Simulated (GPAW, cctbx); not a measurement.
# Na2SF6: what bonding does to one electron reflection, worked out

Na2SF6, Fm-3m (no. 225), a = 7.7689 Å, b = 7.7689 Å, c = 7.7689 Å, α = 90.00°, β = 90.00°, γ = 90.00°.

| atom | mult. | x | y | z |
| --- | --- | --- | --- | --- |
| S1 | 4 | 0 | 0 | 0 |
| Na1 | 8 | 1/4 | 1/4 | 3/4 |
| F1 | 24 | 0 | 0 | 0.7605 |

The cell comes from substitution in a known structure type and wasn't matched to any measured phase.

A DFT run (GPAW, PBE, 550 eV, 4×4×4 k-points, Fermi–Dirac width 0.05 eV) gives the static X-ray structure factor of 022 as 57.576 e for the conventional cell; superposed free atoms give 60.186 e. **Problem.** Find the Fourier component V of the crystal potential and the two-beam extinction distance at 80 kV in both cases.

### 1. Geometry

The cell volume is Ω = 468.90 Å³ and d(022) = 2.7467 Å, so g = 1/d = 0.3641 Å⁻¹.

### 2. The nuclei

Electrons feel nuclei as well as electrons, so the nuclear charges are summed with the same phases.

Phase sums Σ exp(2πi h·x), turned so that the total is real and positive: S +4.000, Na +8.000, F -7.861. Then F_Z = 16 × (+4.000) + 11 × (+8.000) + 9 × (-7.861) = 81.25 e. The electron term has the same sign for this reflection.

### 3. Mott–Bethe

Poisson's equation, term by term, gives V = (e/4πε₀)(F_Z − F)/(πΩg²), with e/4πε₀ = 14.3996 V Å.

The prefactor is 14.3996 × 2.7467²/(π × 468.90) = 0.07375 V per electron. Free atoms: (81.25 − 60.186) × 0.07375 = 1.553 V. Crystal: (81.25 − 57.576) × 0.07375 = 1.746 V. F changes by -4.34 % and V by +12.4 %: the same 2.61 e is measured against F_Z − F = 21.1 e in place of F = 60.2 e.

### 4. Extinction distance

In the two-beam case ξ = 1/(λU) with U = 2γm₀eV/h², that is ξ = 150.41 V Å²/(γλV).

At 80 kV, λ = 0.04176 Å and γ = 1.1566. Free atoms: ξ = 2005 Å. Crystal: ξ = 1784 Å. The thickness fringes go as sin²(πt/ξ), so the two patterns slip by a quarter of a period when t|1/ξ₁ − 1/ξ₀| = 1/4, at t ≈ 405 nm. Thermal motion, absorption and many-beam coupling, left out here, change a real pattern.

### 5. Answer

V(022) is 1.75 V against 1.55 V, and ξ is 1784 against 2005 Å. Limits: static atoms, two beams.
